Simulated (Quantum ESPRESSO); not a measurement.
# Pb (Lead): phonons by linear response

How does Pb (Lead) vibrate, and is this structure a minimum?

Calculated with Quantum ESPRESSO 7.5; DFT LDA, scalar-relativistic, plane waves, PseudoDojo norm-conserving pseudopotentials.

### Step 1. The structure

The structure is cubic, space group Fm-3m (No. 225). Conventional cell: a = 4.950 Å, b = 4.950 Å, c = 4.950 Å, α = 90.00°, β = 90.00°, γ = 90.00°. Nearest to Pb lie 12 Pb at 3.50 Å.

### Step 2. A first look

Before anything dear is run, a loose run with smearing shows whether this is a metal and how far the cell is from rest.

File probe.in:

```
&CONTROL
  calculation = 'scf'
  prefix      = 'x'
  outdir      = './tmp'
  pseudo_dir  = './pseudo'
  tprnfor     = .true.
  tstress     = .true.
  verbosity   = 'high'
/
&SYSTEM
  ibrav       = 0
  nat         = 1
  ntyp        = 1
  ecutwfc     = 62.0
  occupations = 'smearing'
  smearing    = 'gaussian'
  degauss     = 0.01
/
&ELECTRONS
  conv_thr         = 1.0d-07
  mixing_beta      = 0.7
  electron_maxstep = 100
/
ATOMIC_SPECIES
 Pb    207.2000  Pb.upf
CELL_PARAMETERS angstrom
    -2.475020000    0.000000000    2.475020000
     0.000000000    2.475020000    2.475020000
    -2.475020000    2.475020000    0.000000000
ATOMIC_POSITIONS crystal
 Pb     0.000000000   0.000000000   0.000000000
K_POINTS automatic
 6 6 6 0 0 0
```

On the command line:

```bash
OMP_NUM_THREADS=1 mpirun -n 4 pw.x -nk 4 -in probe.in > probe.out
```

The log of the run:

```text
[banners, grids, parts of the stress and lines that vanish by symmetry left out]
Program PWSCF v.7.5
     Message from routine setup:
     using ibrav=0 with symmetry is DISCOURAGED, use correct ibrav instead
[...]
kinetic-energy cutoff     =      62.0000  Ry
     charge density cutoff     =     248.0000  Ry
     scf convergence threshold =      1.0E-07
[...]
Exchange-correlation= SLA  PW   NOGX NOGC
                           (   1   4   0   0   0   0   0)
[...]
48 Sym. Ops., with inversion, found
[...]
(     0          1          0      )
                  (     0          0          1      )
[...]
(  0.0000000  1.0000000  0.0000000 )
                  ( -0.0000000 -0.0000000  1.0000000 )
[...]
(     1          0         -1      )
                  (     0          0         -1      )
[...]
(  1.0000000 -0.0000000  0.0000000 )
                  ( -0.0000000 -1.0000000 -0.0000000 )
[...]
(     0          1         -1      )
                  (     0          1          0      )
[...]
( -1.0000000  0.0000000  0.0000000 )
                  (  0.0000000  1.0000000 -0.0000000 )
[...]
number of k points=    16  Gaussian smearing, width (Ry)=  0.0100
[...]
End of self-consistent calculation
[...]
the Fermi energy is    11.1637 ev
!    total energy              =    -140.51595674 Ry
[...]
convergence has been achieved in   4 iterations
[...]
atom    1 type  1   force =     0.00000000    0.00000000    0.00000000
[...]
Total force =     0.000000     Total SCF correction =     0.000000
[...]
total   stress  (Ry/bohr**3)                   (kbar)     P=      -11.36
[...]
XML data file, charge density, pseudopotentials, collected wavefunctions

   JOB DONE.
```

Elapsed: 1.3 s, on 4 MPI ranks of Arm Neoverse V2, shared host; 4.9 s of CPU time.

Read from the output:

| Quantity | Value |
| --- | --- |
| volume per atom | 30.32 Å³ |
| pressure | -1.136 GPa |
| gap on the k-mesh | 0 eV |

No gap opens on this mesh, so smearing is kept; the start stands at -1.1 GPa.

### Step 3. Relaxation

The relaxation runs at a cutoff a fifth above that of the response, since stress converges more slowly with the basis than frequencies do. Forces and stress are brought to rest with tight thresholds.

File relax.in:

```
&CONTROL
  calculation   = 'vc-relax'
  prefix        = 'x'
  outdir        = './tmp'
  pseudo_dir    = './pseudo'
  tprnfor       = .true.
  tstress       = .true.
  forc_conv_thr = 2.0d-05
  etot_conv_thr = 1.0d-07
  nstep         = 40
/
&SYSTEM
  ibrav       = 0
  nat         = 1
  ntyp        = 1
  ecutwfc     = 74
  occupations = 'smearing'
  smearing    = 'mv'
  degauss     = 0.02
/
&ELECTRONS
  conv_thr         = 1.0d-11
  mixing_beta      = 0.7
  electron_maxstep = 100
/
&IONS
/
&CELL
  press_conv_thr = 0.2
/
ATOMIC_SPECIES
 Pb    207.2000  Pb.upf
CELL_PARAMETERS angstrom
    -2.475020000    0.000000000    2.475020000
     0.000000000    2.475020000    2.475020000
    -2.475020000    2.475020000    0.000000000
ATOMIC_POSITIONS crystal
 Pb     0.000000000   0.000000000   0.000000000
K_POINTS automatic
 12 12 12 0 0 0
```

On the command line:

```bash
OMP_NUM_THREADS=1 mpirun -n 4 pw.x -nk 4 -in relax.in > relax.out
```

The log of the run:

```text
[banners, grids, parts of the stress and lines that vanish by symmetry left out]
[banner, memory and clock lines left out]
Program PWSCF v.7.5

[...]
kinetic-energy cutoff     =      74.0000  Ry
     charge density cutoff     =     296.0000  Ry
     scf convergence threshold =      1.0E-11
[...]
energy convergence thresh.=      1.0E-07
     force convergence thresh. =      2.0E-05
     press convergence thresh. =      2.0E-01
     Exchange-correlation= SLA  PW   NOGX NOGC
                           (   1   4   0   0   0   0   0)
[...]
48 Sym. Ops., with inversion, found
[...]
number of k points=    72  Marzari-Vanderbilt smearing, width (Ry)=  0.0200
[...]
End of self-consistent calculation
[...]
the Fermi energy is    11.1020 ev
!    total energy              =    -140.52229708 Ry
[...]
convergence has been achieved in   8 iterations
[...]
atom    1 type  1   force =     0.00000000    0.00000000    0.00000000
     Total force =     0.000000     Total SCF correction =     0.000000
[...]
total   stress  (Ry/bohr**3)                   (kbar)     P=      -17.53
[...]
number of bfgs steps    =   0
[...]
CELL_PARAMETERS (angstrom)
[...]
ATOMIC_POSITIONS (crystal)
Pb               0.0000000000        0.0000000000        0.0000000000
[...]
New effective cutoffs (rho, wfc):  297.74   74.44
[...]
End of self-consistent calculation
[...]
the Fermi energy is    11.2398 ev
!    total energy              =    -140.52249061 Ry
[...]
convergence has been achieved in   4 iterations
[...]
atom    1 type  1   force =     0.00000000    0.00000000    0.00000000
     Total force =     0.000000     Total SCF correction =     0.000000
[...]
total   stress  (Ry/bohr**3)                   (kbar)     P=      -13.66
[...]
number of bfgs steps    =   1
[...]
CELL_PARAMETERS (angstrom)
[...]
ATOMIC_POSITIONS (crystal)
Pb               0.0000000000        0.0000000000        0.0000000000
[...]
New effective cutoffs (rho, wfc):  300.43   75.11
[...]
End of self-consistent calculation
[...]
the Fermi energy is    11.4496 ev
!    total energy              =    -140.52268615 Ry
[...]
convergence has been achieved in   6 iterations
[...]
atom    1 type  1   force =     0.00000000    0.00000000    0.00000000
     Total force =     0.000000     Total SCF correction =     0.000000
[...]
total   stress  (Ry/bohr**3)                   (kbar)     P=       -7.46
[...]
number of bfgs steps    =   2
[...]
CELL_PARAMETERS (angstrom)
[...]
ATOMIC_POSITIONS (crystal)
Pb               0.0000000000        0.0000000000        0.0000000000
[...]
New effective cutoffs (rho, wfc):  303.65   75.91
[...]
End of self-consistent calculation
[...]
the Fermi energy is    11.7023 ev
!    total energy              =    -140.52276349 Ry
[...]
convergence has been achieved in   6 iterations
[...]
atom    1 type  1   force =     0.00000000    0.00000000    0.00000000
     Total force =     0.000000     Total SCF correction =     0.000000
[...]
total   stress  (Ry/bohr**3)                   (kbar)     P=        0.41
[...]
number of bfgs steps    =   3
[...]
CELL_PARAMETERS (angstrom)
[...]
ATOMIC_POSITIONS (crystal)
Pb               0.0000000000        0.0000000000        0.0000000000
[...]
New effective cutoffs (rho, wfc):  303.48   75.87
[...]
End of self-consistent calculation
[...]
the Fermi energy is    11.6891 ev
!    total energy              =    -140.52276371 Ry
[...]
convergence has been achieved in   4 iterations
[...]
atom    1 type  1   force =     0.00000000    0.00000000    0.00000000
     Total force =     0.000000     Total SCF correction =     0.000000
[...]
total   stress  (Ry/bohr**3)                   (kbar)     P=       -0.01
[...]
number of bfgs steps    =   4
[...]
small trust_radius: resetting bfgs history
[...]
CELL_PARAMETERS (angstrom)
[...]
ATOMIC_POSITIONS (crystal)
Pb               0.0000000000        0.0000000000        0.0000000000
[...]
New effective cutoffs (rho, wfc):  303.48   75.87
[...]
End of self-consistent calculation
[...]
the Fermi energy is    11.6892 ev
!    total energy              =    -140.52276371 Ry
[...]
convergence has been achieved in   2 iterations
[...]
atom    1 type  1   force =     0.00000000    0.00000000    0.00000000
     Total force =     0.000000     Total SCF correction =     0.000000
[...]
total   stress  (Ry/bohr**3)                   (kbar)     P=       -0.01
[...]
bfgs converged in   6 scf cycles and   5 bfgs steps
[...]
End of BFGS Geometry Optimization
     Final enthalpy           =    -140.5227637131 Ry
     File ./tmp/x.bfgs deleted, as requested
[...]
CELL_PARAMETERS (angstrom)
[...]
ATOMIC_POSITIONS (crystal)
Pb               0.0000000000        0.0000000000        0.0000000000
[...]
Final scf calculation at the relaxed structure.
[...]
kinetic-energy cutoff     =      74.0000  Ry
     charge density cutoff     =     296.0000  Ry
     scf convergence threshold =      1.0E-13
[...]
press convergence thresh. =      2.0E-01
     Exchange-correlation= SLA  PW   NOGX NOGC
                           (   1   4   0   0   0   0   0)
[...]
48 Sym. Ops., with inversion, found
[...]
number of k points=    72  Marzari-Vanderbilt smearing, width (Ry)=  0.0200
[...]
c_bands:  1 eigenvalues not converged
     c_bands:  1 eigenvalues not converged
     c_bands:  1 eigenvalues not converged
     c_bands:  1 eigenvalues not converged
     c_bands:  1 eigenvalues not converged
     c_bands:  1 eigenvalues not converged
     c_bands:  1 eigenvalues not converged
[...]
End of self-consistent calculation
[...]
the Fermi energy is    11.6892 ev
!    total energy              =    -140.52276085 Ry
[...]
convergence has been achieved in   9 iterations
[...]
atom    1 type  1   force =     0.00000000    0.00000000    0.00000000
     Total force =     0.000000     Total SCF correction =     0.000000
[...]
total   stress  (Ry/bohr**3)                   (kbar)     P=        0.01
[...]
XML data file, charge density, pseudopotentials, collected wavefunctions
```

Elapsed: 27 s, on 4 MPI ranks.

Step by step:

| step | energy less that of the first step (eV) | largest force (eV/Å) | pressure (GPa) | volume (Å³) |
| --- | --- | --- | --- | --- |
| 1 | 0.0000 | 0.0000 | -1.75 | 30.32 |
| 2 | -0.0026 | 0.0000 | -1.37 | 30.05 |
| 3 | -0.0053 | 0.0000 | -0.75 | 29.65 |
| 4 | -0.0063 | 0.0000 | 0.04 | 29.18 |
| 5 | -0.0063 | 0.0000 | 0.00 | 29.20 |
| 6 | -0.0063 | 0.0000 | 0.00 | 29.20 |
| 7 | -0.0063 | 0.0000 | 0.00 | 29.20 |

| conventional cell, symmetrised | before | after | change |
| --- | --- | --- | --- |
| a (Å) | 4.950 | 4.888 | -1.2 % |
| b (Å) | 4.950 | 4.888 | -1.2 % |
| c (Å) | 4.950 | 4.888 | -1.2 % |
| volume (Å³/atom) | 30.32 | 29.20 | -3.7 % |

The relaxed structure:

```
CELL_PARAMETERS angstrom
-2.44419 0.00000 2.44419
0.00000 2.44419 2.44419
-2.44419 2.44419 0.00000
ATOMIC_POSITIONS crystal
Pb 0.00000 0.00000 0.00000
```

The last row of the table of steps is pw.x's closing run on a basis chosen anew for the final cell, so its energy can jump.

Numbers from this step:

```
volume per atom : 29.20 Å³
pressure        : 0.001 GPa
```

The volume changes by -3.7 % from the cell with which this run began.

### Step 4. Ground state

Perturbation theory inherits every error of the wavefunctions, so the threshold is set near the limit of the arithmetic. Smearing stays on, as the first look found no gap above 0.3 eV.

File scf.in:

```
&CONTROL
  calculation = 'scf'
  prefix      = 'x'
  outdir      = './tmp'
  pseudo_dir  = './pseudo'
  tprnfor     = .true.
  tstress     = .true.
/
&SYSTEM
  ibrav       = 0
  nat         = 1
  ntyp        = 1
  ecutwfc     = 62.0
  occupations = 'smearing'
  smearing    = 'mv'
  degauss     = 0.02
/
&ELECTRONS
  conv_thr         = 1.0d-12
  mixing_beta      = 0.7
  electron_maxstep = 100
/
ATOMIC_SPECIES
 Pb    207.2000  Pb.upf
CELL_PARAMETERS angstrom
    -2.444194355    0.000000000    2.444194355
     0.000000000    2.444194355    2.444194355
    -2.444194355    2.444194355    0.000000000
ATOMIC_POSITIONS crystal
 Pb     0.000000000   0.000000000   0.000000000
K_POINTS automatic
 12 12 12 0 0 0
```

On the command line:

```bash
OMP_NUM_THREADS=1 mpirun -n 4 pw.x -nk 4 -in scf.in > scf.out
```

The log of the run:

```text
[banners, grids, parts of the stress and lines that vanish by symmetry left out]
[banner, memory and clock lines left out]
Program PWSCF v.7.5

[...]
kinetic-energy cutoff     =      62.0000  Ry
     charge density cutoff     =     248.0000  Ry
     scf convergence threshold =      1.0E-12
[...]
Exchange-correlation= SLA  PW   NOGX NOGC
                           (   1   4   0   0   0   0   0)
[...]
48 Sym. Ops., with inversion, found
[...]
number of k points=    72  Marzari-Vanderbilt smearing, width (Ry)=  0.0200
[...]
c_bands:  1 eigenvalues not converged
[...]
End of self-consistent calculation
[...]
the Fermi energy is    11.6892 ev
!    total energy              =    -140.52274717 Ry
[...]
convergence has been achieved in   8 iterations
[...]
atom    1 type  1   force =     0.00000000    0.00000000    0.00000000
     Total force =     0.000000     Total SCF correction =     0.000000
[...]
total   stress  (Ry/bohr**3)                   (kbar)     P=       -0.07
[...]
XML data file, charge density, pseudopotentials, collected wavefunctions
```

It took 5 s on 4 MPI ranks.

Numbers from this step:

* pressure: -0.007000 GPa

The cell stands at -0.0070 GPa, close enough for phonons.

[end of part 1 of 3]

[Host names and launcher messages were left out of these logs when they were recorded.]

[Logs are printed without paths, hosts, clocks, repeated set-up lines and the standing remarks that a program may print on its own settings, such as how far it seeks lower states.]

[Hosts, paths, dates, database ids (printed as entryN), source tags and the programs' standing remarks are cut or masked in the printed files.]
